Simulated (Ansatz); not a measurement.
Rows from a G0W0 calculation on Bi2Se3 (Paraguanajuatite) (Ansatz 0.2.0; G0W0 on PBE, plane waves, PAW; PAW set soft_1; 4×4×4 mesh, 1674 empty bands, screening to 100 eV, PAW set soft_1 files), in eV. Spin-orbit coupling is left out.

| row | k | band | start | Σx | Σc at the solution | Vxc |
| --- | --- | --- | --- | --- | --- | --- |
| A | Γ | v1 | 8.871 | -16.306 | 0.323 | -15.601 |
| B | Γ | c2 | 10.276 | -9.943 | -3.419 | -13.308 |
| C | Γ | v2 | 7.666 | -17.128 | 1.795 | -14.900 |
| D | Γ | c1 | 9.102 | -9.998 | -2.908 | -12.794 |

Give the quasiparticle energies and the shift of each level.

The quasiparticle equation reads E = start + Σx + Σc(E) − Vxc.

| row | E (eV) | shift (eV) |
| --- | --- | --- |
| A | 8.488 | −0.382 |
| B | 10.221 | −0.054 |
| C | 7.234 | −0.433 |
| D | 8.991 | −0.112 |

The gap over the computed points goes from 0.23 eV to 0.50 eV.

Limits: not at the basis limit; model gap, bands may invert with spin-orbit coupling; mesh may overstate the screening; no spin-orbit coupling.

[Runs of the session that timed out or met a known fault of the program may be left out.]

[Cells called generated may have been cut or substituted from an entry of the Crystallography Open Database or the Materials Project.]

[Hosts, paths, dates, database ids (printed as entryN), source tags and the programs' standing remarks are cut or masked in the printed files.]
